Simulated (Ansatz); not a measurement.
# Sc: optical spectrum from first principles

What colour and refractive index does Sc have at this level of theory?

Method: DFT, PBE, plane-wave PAW, default files, scalar-relativistic, independent-particle optical response without local fields, in Ansatz 0.2.0.

## (1) The starting structure

The structure is hexagonal, space group P6_3/mmc (No. 194). The conventional cell has a = 3.309 Å, b = 3.309 Å, c = 5.273 Å, α = 90.00°, β = 90.00°, γ = 120.00°. Sc has 12 Sc at 3.26 to 3.31 Å nearest.

## (2) Ground state and bands

The self-consistent density comes first; it also tells whether there is a gap, which decides the occupations and the need for a Drude term.

This step: DFT, PBE, plane-wave PAW, default files, scalar-relativistic, ground state (Ansatz 0.2.0).

Contents of input.yaml:

```yaml
crystal:
  lattice:
    - [3.309, 0.0, 0.0]
    - [-1.6545, 2.8656780611, 0.0]
    - [0.0, 0.0, 5.2733]
  atoms:
    - { symbol: Sc, position: [0.6666666667, 0.3333333333, 0.75] }
    - { symbol: Sc, position: [0.3333333333, 0.6666666667, 0.25] }
kpoints:
  mp_grid: { grid: [8, 8, 4] }
  band_path:
    path:
      - [[0.0, 0.0, 0.0], [0.5, 0.0, 0.0], [0.33333333, 0.33333333, 0.0], [0.0, 0.0, 0.0], [0.0, 0.0, 0.5], [0.5, 0.0, 0.5], [0.33333333, 0.33333333, 0.5], [0.0, 0.0, 0.5]]
      - [[0.5, 0.0, 0.5], [0.5, 0.0, 0.0]]
      - [[0.33333333, 0.33333333, 0.0], [0.33333333, 0.33333333, 0.5]]
    npoints: 6
scf:
  occupations: { method: fermi_dirac, width: 0.05 }
  n_extra_bands: 6
hamiltonian:
  xc: pbe
  pseudopotentials: { kind: paw }
output:
  forces: true
  stress: true
  populations: true
  write_bands: true
  write_density: true
  write_potential: true
  elf: true
  volumetric_format: npy
```

Started as:

```console
> ansatz run input.yaml --threads 4 --pin off --max-ram 8192MiB --backend cpu --events-out ev --progress --plain --runs-dir out
```

The program printed:

```text
scf.n_extra_bands = 6 over 11 filled bands (N_el = 22.0): the run solves 17 bands
Engine: ansatz 0.2.0, x86_64-unknown-linux-gnu
Pseudopotentials: kind: paw
Pseudopotential: Sc, paw, valence charge 11, recommended cutoff 420 eV (normal), Sc.paw.azcp
Functional definition: PBE
  parameter kappa = 0.804
  parameter beta = 0.066725
  exchange = pbe_x(kappa = kappa, mu = beta*pi^2/3)
  correlation = pbe_c(beta = beta)
Crystal: 2 atoms, lattice volume = 50.004 Å³
Basis set: ecut = 420 eV, 989 PW (Γ), exchange–correlation on 48×48×72 points (8 copies of the dense FFT grid, shifted against one another)
Bands: 17, of which v1, the nominal top of the filled ones, is band 11 counted from 1 (10 counted from 0)
Symmetry: 24 space group operations
Space group: P63/mmc (ITA 194), of the structure as read, at distance tolerance 3.7e-5 Å
k-points: 30 of 256
Non-local potential: Sc, projectors of the file, l = 0: 3, l = 1: 2, l = 2: 3, l = 3: 1
PAW form: soft (Blöchl's): semilocal exchange-correlation on the pseudo side does not see the compensation charge
PAW one-centre angular grid: Sc, 590 points (default); XC on 64 Gauss nodes
Initial density: superposition of atomic densities (neutral atoms: chi_scale 0, normalization atom), corrected by the library's trained network
Initial wavefunctions: pseudopotential atomic-orbital guess
Functional: x = pbe(κ = 0.804, μ = 0.219515), c = pbe(β = 0.066725)
SCF iter   1: F=—  HF=-4271.635691 eV  |F-HF|=—  |Δ(HF+E_count)|=         —  Δρ=2.15e-3  dr2=1.76e-3  ethr=1.77e-3  ⟨swp⟩=4.2  Hψ=2163  notcnv=0
preconditioner: auto → none  [metal: Δε(μ)=0.043 eV  Ē_g=3.079 eV  σ=0.050 eV  W_gap=0.21  n_scr=8 (ndim 8)  ℏωp=12.9 eV  f_vac=0.000  D(μ)=3.37/eV (n_scr^D=34)  sad-step TF]
SCF iter   2: F=—  HF=-4271.634919 eV  |F-HF|=—  |Δ(HF+E_count)|=   7.72e-4  Δρ=1.25e-3  dr2=6.97e-4  ethr=8.02e-6  ⟨swp⟩=1.1  Hψ=774  notcnv=0
SCF iter   3: F=—  HF=-4271.634968 eV  |F-HF|=—  |Δ(HF+E_count)|=   4.88e-5  Δρ=1.16e-4  dr2=6.25e-6  ethr=3.17e-6  ⟨swp⟩=2.0  Hψ=590  notcnv=0
SCF iter   4: F=—  HF=-4271.634939 eV  |F-HF|=—  |Δ(HF+E_count)|=   2.86e-5  Δρ=2.07e-5  dr2=1.89e-7  ethr=2.84e-8  ⟨swp⟩=2.9  Hψ=859  notcnv=0
iter 5 did not close the SCF: its close was put off for the readings that it lacked (scf_convergence_deferred on its scf_iter line)
SCF iter   5: F=-4271.634939 eV  HF=-4271.634939 eV  |F-HF|=1.20e-8  |Δ(HF+E_count)|=   5.33e-9  Δρ=6.36e-6  dr2=1.72e-8  ethr=8.61e-10  ⟨swp⟩=2.0  Hψ=797  notcnv=0
SCF iter   6: F=-4271.634939 eV  HF=-4271.634939 eV  |F-HF|=7.82e-11  |Δ(HF+E_count)|=   4.57e-9  Δρ=7.86e-7  dr2=1.99e-10  ethr=7.84e-11  ⟨swp⟩=4.2  Hψ=2403  notcnv=0
SCF 1 converged in 6 iterations: F = -4271.634939 eV  dr2 = 1.99e-10
  greatest PAW one-centre occupation: 0.998 electrons in one spin orbital (limit 2), on the Sc atom at site 1 (counted from 0), in its partial waves of l = 0
NSCF: frozen V_eff on 57 k-points
SCF converged after 6 iterations
Free energy (F): -4271.634939 eV
Harris-Foulkes:  -4271.634939 eV  (|F-HF|=7.82e-11)
Internal energy: -4271.605315 eV  (E = F + TS)
E sigma→0 (E₀):  -4271.620127 eV
Entropy (-TS):   -0.029624 eV (-14.812 meV/atom)
Fermi energy:    9.103008 eV
--- Per-component energies (eV) ---
  E_band       = -341.595655
  E_kinetic    = 520.059623
  E_local      = -1698.065185  (includes V_loc(G=0)·N_el)
  E_nonlocal   = 166.277181
  E_hartree    = 579.647803
  E_xc         = -207.882521
  E_vxc        = -257.246662  (∫ρ·V_xc dr)
  E_paw        = -1910.854539  (= ΣΔE_a)
  E_vpaw       = -231.915779  (= ΣTr[D̂ρ^β])
  E_aug_tail   = 0.000021  (compensation charges beyond the density's cutoff)
  E_ewald      = -1720.787699
  E_smearing   = -0.029624  (= −TS)
  E_closure    = 0.000000  (closes the sum)
  Σ components = -4271.634939   (vs F -4271.634939, Δ=0.00e0)
--- Forces (eV/Å), atoms counted from 1 ---
  atom   1  Sc     0.00000000     0.00000000     0.00000000
  atom   2  Sc     0.00000000    -0.00000000     0.00000000
  max |Σ_I F_I| component: 9.25e-18 eV/Å
--- Stress (GPa, compression-positive) ---
       -0.158820       0.000000       0.000000
        0.000000      -0.158820       0.000000
        0.000000       0.000000      -2.041460
  P = ⅓ Tr σ = -0.7864 GPa (-7.864 kbar)
--- Band table (eV; the first three rows and the last of 30) ---
  k-point 0: bands = [... 7 lower, -18.7590, 3.9976, 7.4426, 9.5130, 10.6894, 10.6894, 10.8068, 11.0966, ... 2 higher]
  k-point 1: bands = [... 7 lower, -18.7911, 4.3953, 6.8085, 9.5485, 10.5535, 10.5862, 10.5862, 10.9056, ... 2 higher]
  k-point 2: bands = [... 7 lower, -18.8111, 5.4759, 5.4759, 9.9844, 9.9844, 10.6331, 10.6331, 10.6331, ... 2 higher]
  k-point 29: bands = [... 7 lower, -18.8330, 8.3892, 8.3892, 9.2631, 9.2631, 9.3673, 9.3673, 11.4250, ... 2 higher]
--- Löwdin populations: 2 sites ---
  site symbol       q [e]
     0     Sc     10.8635
     1     Sc     10.8635
  spilling = 0.012409 (of n_electrons = 22.000000)
```

Wall time 1.3 s (4 threads of Intel Xeon Platinum 8259CL at 2.50GHz (Skylake/Cascade Lake), shared host); peak memory 0.44 GiB; 3.8 s of CPU time.

The column dr2 measures how far the density is from self-consistency, as an energy; F and HF (Harris–Foulkes) agree once it is small.

This step gave:

```
free energy         : -4271.6349 eV
Fermi energy        : 9.103 eV
electrons           : 22
symmetry operations : 24
pressure            : -0.7864 GPa
volume              : 50.00 Å³
gap on the path     : 0 eV
```

There are states at the Fermi level within the smearing, so the occupations stay smeared and the carriers get a Drude term. The cell is left with a pressure of -0.8 GPa, as it stands unrelaxed at this level.

Electronic bands along the path, in eV, zero at the Fermi level; # counts the bands kept:

```csv
point,#1,#2,#3,#4,#5,#6
Γ,-5.11,-1.66,0.41,1.59,1.59,1.70
halfway,-3.83,-0.78,-0.26,0.46,1.42,1.70
M,-1.59,-1.04,-0.68,-0.30,1.20,1.41
halfway,-1.26,-0.81,-0.57,-0.39,1.12,1.18
K,-0.66,-0.66,-0.59,-0.45,0.98,0.98
halfway,-3.44,-0.55,-0.33,0.21,1.38,1.40
Γ,-5.11,-1.66,0.41,1.59,1.59,1.70
halfway,-4.71,-2.29,0.45,1.45,1.48,1.48
A,-3.63,-3.63,0.88,0.88,1.53,1.53
halfway,-2.58,-2.58,0.42,0.42,1.15,1.15
L,-1.46,-1.46,0.04,0.04,1.23,1.23
halfway,-1.10,-1.10,0.15,0.15,0.63,0.63
H,-0.39,-0.39,-0.12,-0.12,0.25,0.25
halfway,-2.27,-2.27,0.35,0.35,1.01,1.01
A,-3.63,-3.63,0.88,0.88,1.53,1.53
jump to L,-1.46,-1.46,0.04,0.04,1.23,1.23
halfway,-1.61,-1.16,-0.33,-0.22,1.31,1.49
M,-1.59,-1.04,-0.68,-0.30,1.20,1.41
jump to K,-0.66,-0.66,-0.59,-0.45,0.98,0.98
halfway,-0.51,-0.48,-0.48,-0.40,0.69,0.69
H,-0.39,-0.39,-0.12,-0.12,0.25,0.25
```

The electronic bands as a text plot (rows in eV, shown from -5.1 to 2.2 only):

```
    2.0 |***        **     *****      *            ***       ****
    1.7 |***********  ** *********  **                ** ****
    1.4 | * *******     ****   *******                *******
    1.1 |      **********   **        ******       ***     **
    0.8 |  *               *      ***       *     *   ***    **
    0.5 |*  **                ****   **         **   *         *
    0.2 | *   *          ** **         ***  *********           *
   -0.1 |  *   *        *  *              **  **         **     *
   -0.4 |   *** ***********                    *          *******
   -0.7 |   **********                       **             **
   -1.0 |       ***        *                    **        ***
   -1.3 |  *      **  **                  ***            *
   -1.6 |**     **          ****         *        *      ****
   -1.9 |                              **
   -2.2 |      *                *                  **
   -2.5 |               *             *
   -2.8 |                        *                   *
   -3.1 |     *                      *
   -3.4 |                **         *                 **
   -3.7 |   **                    **                    *
   -4.0 |
   -4.3 |                  *     *
   -4.6 |  *                    *
   -5.0 |**                 ****
         Γ      M    K        Γ   A       L    H       A|L M|K  H
```

ELF in the ac plane at fractional y = 0.333, with atoms of Sc within 0.2 Å of it. It is the smooth field of the valence electrons, not physical close to the nuclei.

Ten even steps from '_' (0.06) to '@' (0.75):
```
--++******++--..______________..::
::==**##**--..____..::----::______
..--++**==::____::++%%%%%%##==..__
__..==++--..__..**@@@@@@@@@@%%==__
__..--==::____==%%@@%%**##@@@@##::
____::--..__..++@@@@++..::**@@%%--
____::--..__..**@@%%--____++@@@@==
____::--::____++@@@@**--==%%@@%%--
__..--==::____::##@@@@%%@@@@@@**..
__::==++==..____==##@@@@@@@@**::__
..--****++--..____--++****==::____
--++**##**==::______......______..
==++******++--::..__________....--
================----::::::------==
--::::::::::--==++++********++++==
..________....--++##%%%%%%##**==::
____________..::==**%%@@@@%%**--..
____......____..--**%%@@@@%%++::__
__..::::::..__..::++%%@@@@%%==..__
__..::--::..____::++%%@@@@##==..__
__..::--::..__..::++%%@@@@%%==..__
____......____..--**%%@@@@%%++::__
______________..--**%%@@@@%%**--..
..__________..::==##%%@@@@%%**==::
::..........::--++**########**++--
--------------====================
==++++++++++==--::..........::::--
```
Atoms in or near the plane, at fractional coordinates: Sc at (0.67, 0.75).

Valence density in the ac plane at fractional y = 0.333, with atoms of Sc within 0.2 Å of it. It is the smooth field of the valence electrons, not physical close to the nuclei.

Values in e/Å³, 22 rows by 14 columns, each cell a mean:
```
0.1 0.1 0.1 0.1 0.1 0.1 0.1 0.2 0.2 0.3 0.2 0.2 0.1 0.1
0.1 0.1 0.1 0.1 0.1 0.1 0.2 0.4 0.7 0.9 0.8 0.5 0.3 0.2
0.1 0.1 0.1 0.1 0.1 0.2 0.4 1.1 2.1 2.8 2.5 1.6 0.7 0.3
0.2 0.1 0.1 0.1 0.1 0.3 0.9 2.4 4.4 5.6 5.2 3.4 1.5 0.5
0.2 0.1 0.1 0.1 0.1 0.4 1.4 3.7 6.2 7.2 6.9 5.1 2.4 0.7
0.2 0.1 0.1 0.1 0.2 0.4 1.4 3.8 6.3 7.2 6.9 5.2 2.5 0.7
0.2 0.1 0.1 0.1 0.1 0.3 1.0 2.7 4.9 6.1 5.6 3.9 1.8 0.5
0.1 0.1 0.1 0.1 0.1 0.2 0.5 1.3 2.6 3.4 3.1 1.9 0.9 0.3
0.1 0.1 0.1 0.1 0.1 0.1 0.2 0.4 0.8 1.1 1.0 0.6 0.3 0.2
0.1 0.1 0.1 0.1 0.1 0.1 0.1 0.2 0.2 0.3 0.2 0.2 0.2 0.1
0.1 0.1 0.1 0.1 0.1 0.1 0.1 0.1 0.1 0.1 0.1 0.1 0.1 0.1
0.1 0.1 0.1 0.1 0.1 0.1 0.1 0.1 0.1 0.1 0.1 0.1 0.1 0.1
0.1 0.1 0.1 0.1 0.1 0.1 0.1 0.1 0.1 0.1 0.1 0.1 0.1 0.1
0.1 0.2 0.2 0.2 0.2 0.1 0.1 0.1 0.1 0.1 0.1 0.1 0.1 0.1
0.2 0.2 0.3 0.3 0.2 0.2 0.1 0.1 0.1 0.1 0.1 0.1 0.1 0.1
0.2 0.3 0.4 0.4 0.3 0.2 0.1 0.1 0.1 0.1 0.1 0.1 0.1 0.2
0.2 0.3 0.4 0.4 0.3 0.2 0.1 0.1 0.1 0.1 0.1 0.1 0.1 0.2
0.2 0.3 0.3 0.3 0.2 0.2 0.1 0.1 0.1 0.1 0.1 0.1 0.1 0.1
0.1 0.2 0.2 0.2 0.2 0.1 0.1 0.1 0.1 0.1 0.1 0.1 0.1 0.1
0.1 0.1 0.1 0.1 0.1 0.1 0.1 0.1 0.1 0.1 0.1 0.1 0.1 0.1
0.1 0.1 0.1 0.1 0.1 0.1 0.1 0.1 0.1 0.1 0.1 0.1 0.1 0.1
0.1 0.1 0.1 0.1 0.1 0.1 0.1 0.1 0.1 0.1 0.1 0.1 0.1 0.1
```
Atoms in or near the plane, at fractional coordinates: Sc at (0.67, 0.75).

## (3) Spectrum

The spectrum is a sum over vertical transitions between filled and empty bands at the fixed density, so many empty bands are needed.

This step: DFT, PBE, plane-wave PAW, default files, scalar-relativistic, independent-particle optical response without local fields (Ansatz 0.2.0).

input.yaml, the sections that differ from step 2:

```yaml
kpoints:
  mp_grid: { grid: [10, 10, 6] }
scf:
  occupations: { method: fermi_dirac, width: 0.05 }
output:
  optics:
    e_range: [0, 20]
    de: 0.05
    sigma: 0.1
    drude_damping: 0.03
    nscf_kmesh: { grid: [12, 12, 7] }
    bands: { spectra_wanted_up_to: 20 }
# crystal, hamiltonian: as in step 2
```

The program printed:

```text
[...]
Crystal: 2 atoms, lattice volume = 50.004 Å³
Basis set: ecut = 420 eV, 989 PW (Γ)
Bands: 15, of which v1, the nominal top of the filled ones, is band 11 counted from 1 (10 counted from 0)
Symmetry: 24 space group operations
[...]
k-points: 56 of 600
[...]
SCF iter   1: F=—  HF=-4271.628307 eV  |F-HF|=—  |Δ(HF+E_count)|=         —  Δρ=1.89e-3  dr2=1.75e-3  ethr=1.77e-3  ⟨swp⟩=3.4  Hψ=3548  notcnv=0
[...]
SCF iter   7: F=-4271.627803 eV  HF=-4271.627803 eV  |F-HF|=9.09e-13  |Δ(HF+E_count)|=  7.91e-11  Δρ=5.01e-8  dr2=5.03e-13  ethr=1.00e-12  ⟨swp⟩=1.0  Hψ=2596  notcnv=0
SCF 1 converged in 7 iterations: F = -4271.627803 eV  dr2 = 5.03e-13
[...]
NSCF: frozen V_eff on 76 k-points
output.optics: what the bands over the 38 summed would add to eps1, eps2 and the energy-loss function is held between a lower and an upper bound (8 Lanczos steps). eps1, eps2 and their loss function (loss_summed_bands) are given on every row as the summed bands alone make them. Along an axis, on a row where the two bounds hold the loss function to about 1 % of the greater of itself and 0.5 % of |1/eps|, its cell (loss_completed) is given, with the completed eps1 and eps2 that it is formed of (a cell that is left empty reads nan in the table and null in the record). The two bounds hold it so along every axis on all 400 rows up to 20.000 eV. [rest of the remark cut]
SCF converged after 7 iterations
Free energy (F): -4271.627803 eV
[...]
Internal energy: -4271.590519 eV  (E = F + TS)
E sigma→0 (E₀):  -4271.609161 eV
Entropy (-TS):   -0.037284 eV (-18.642 meV/atom)
Fermi energy:    9.095281 eV
[...]
--- Band table (eV; the first three rows and the last of 56) ---
  k-point 0: bands = [... 7 lower, -18.7672, 3.9973, 7.4417, 9.5110, 10.6912, 10.6912, 10.8028, 11.0985]
  k-point 1: bands = [... 7 lower, -18.7858, 4.1762, 7.1496, 9.5027, 10.6258, 10.6258, 10.6860, 11.0032]
  k-point 2: bands = [... 7 lower, -18.7961, 4.6919, 6.3851, 9.6460, 10.3757, 10.5719, 10.5719, 10.8033]
  k-point 55: bands = [... 7 lower, -18.8373, 8.4766, 8.4766, 9.1389, 9.1389, 9.4036, 9.4036, 11.3965]
```

Elapsed: 36 s, on 4 threads; peak memory 1.2 GiB.

Read from the output:

* main peak of the optical conductivity above 1 eV, first axis: 5.920 eV
* centre of weight of the strongest loss peak in the window: 12.50 eV
* Drude plasma energy, first axis: 2.935 eV
* bands summed: 38
* spectra valid up to: 23.64 eV
* program's estimate of the k-sum error in Im epsilon: 0.16 %
* electrons in the f-sum: 14.74

(Part 1 of 2 ends here.)

[Long decimals in the printed logs are rounded to 6 places.]

[Logs are printed without paths, hosts, clocks, repeated set-up lines and the standing remarks that a program may print on its own settings, such as how far it seeks lower states.]

[Hosts, paths, dates, database ids (printed as entryN), source tags and the programs' standing remarks are cut or masked in the printed files.]

[Where the starting crystal was built by hand or by swapping elements, it need not be the compound's stable phase.]

[The count of steps not shown may lack steps that the program refused or didn't finish.]
